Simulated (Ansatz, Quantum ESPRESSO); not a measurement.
**W (bcc): bulk modulus from a few volumes**

How stiff is bcc W under hydrostatic load? Each row scales the relaxed cell evenly and relaxes the atoms. The phase is followed to these pressures whether or not it stays the stable one.

Calculated with Ansatz 0.2.0, PBEsol, PAW files of the set soft_1, cutoff 600 eV, Fermi–Dirac smearing 0.05 eV, k-mesh 19×19×19, no spin polarisation, no spin-orbit coupling.

Reference cell, relaxed at zero pressure with PBEsol (Im-3m): a = 2.7311 Å, b = 2.7311 Å, c = 2.7311 Å, α = 109.47°, β = 109.47°, γ = 109.47°.

```csv
atom,x,y,z
W,0.0000,0.0000,0.0000
```

| V (Å³/atom) | V/V0 | P (GPa) | E − E0 (meV/atom) |
| --- | --- | --- | --- |
| 14.7408 | 0.9400 | 22.836 | 63.6 |
| 15.0545 | 0.9600 | 14.430 | 27.3 |
| 15.3681 | 0.9800 | 6.840 | 6.6 |
| 16.3090 | 1.0400 | −11.652 | 23.6 |
| 16.6226 | 1.0600 | −16.613 | 51.4 |

V0 = 15.6817 Å³ an atom, where the residual pressure P0 is +0.003 GPa. **Question.** Fit the Birch–Murnaghan law and give the pressure and the energy at V = 15.9954 Å³ an atom, a row left out above.

With the Eulerian strain f = ½[(V0/V)^(2/3) − 1] and F = (P − P0)/[3f(1 + 2f)^(5/2)], the third-order law is the line F = B0 + (3/2) B0 (B′ − 4) f.

| f | F (GPa) |
| --- | --- |
| 0.02106 | 326.04 |
| 0.01379 | 325.73 |
| 0.00678 | 325.05 |
| −0.01290 | 321.39 |
| −0.01905 | 320.39 |

A straight line through the 5 rows: the means are 0.001936 for f and 323.72 for F, Σ(Δx)² = 0.00119 and ΣΔxΔy = 0.1791, so the slope is 0.1791/0.00119 = 150.47 and the intercept 323.72 − (150.47)(0.001936) = 323.43.

Hence B0 = 323.4 GPa and B′ = 4 + (150.5)/(1.5 × 323.4) = 4.31. For the withheld volume f = −0.00656, F = 322.44 GPa and P = −6.14 GPa. The run itself gives −6.14 GPa, so the estimate misses by 0.00 GPa, a rounding's worth.

Integrating the same law gives E − E0 = (9/2) B0 V0 f²[1 + (B′ − 4) f] + P0(V0 − V), with 1 GPa Å³ = 6.2415 meV: 6.1 meV an atom. The run itself gives 6.1 meV, so the estimate misses by 0.0 meV, a rounding's worth.

The same fit over all rows at other levels or in other programs gives B0 = 318 GPa with r2SCAN (Ansatz), 322 GPa with PBEsol (Quantum ESPRESSO, PseudoDojo) and 327 GPa with PBEsol (Quantum ESPRESSO, GBRV).

Measured volume: 15.849 Å³ an atom (doi:10.1007/s002690050070, 298 K), so V0 is −1.1 % off. A stiffness follows the volume as d ln B/d ln V = −B′, which moves B0 by about −4 % when it is taken at the measured volume.

The calculation is for a static lattice, while measurements hold thermal and zero-point motion.

[Logs are printed without paths, hosts, clocks, repeated set-up lines and the standing remarks that a program may print on its own settings, such as how far it seeks lower states.]
